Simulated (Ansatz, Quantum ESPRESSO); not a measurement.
# antimonene, 3 layers, AB stacking: the dipole at a withheld member of a series

Method. Quantum ESPRESSO 7.5, PBE, GBRV ultrasoft. Cell and atoms are relaxed without a field with a D3(BJ) correction and then held. Sawtooth field with dipole correction, 17 Å of vacuum in the starting cell, Fermi-Dirac smearing of 0.002 Ry; bands along a path at each field. The series steps the field along the normal.

```
field along the normal  dipole (e Å)
                 0 V/Å        −0.001
              0.05 V/Å         0.054
               0.1 V/Å         0.109
               0.2 V/Å         0.219
               0.3 V/Å         0.329
```

**Question.** What is the dipole at 0.4 V/Å?

**Worked estimate.** The rows at 0.2 V/Å and 0.3 V/Å give a slope of (0.329 − (0.219))/(0.3 − (0.2)) = 1.1, so a straight line gives 0.439 e Å. A parabola through these and the row at 0.1 V/Å gives 0.439 e Å.

**The withheld run.** 0.439 e Å. The line misses by 0.000 and the parabola by 0.000 e Å. Both misses are under 5 % of the step from the nearer row.

**Limits.** Ions are held; semilocal gaps are too small; in strong fields empty levels can belong to the vacuum; one stacking. Members without a usable value, or on the other side of zero field or charge, are not listed.

[Logs are printed without paths, hosts, clocks, repeated set-up lines and the standing remarks that a program may print on its own settings, such as how far it seeks lower states.]
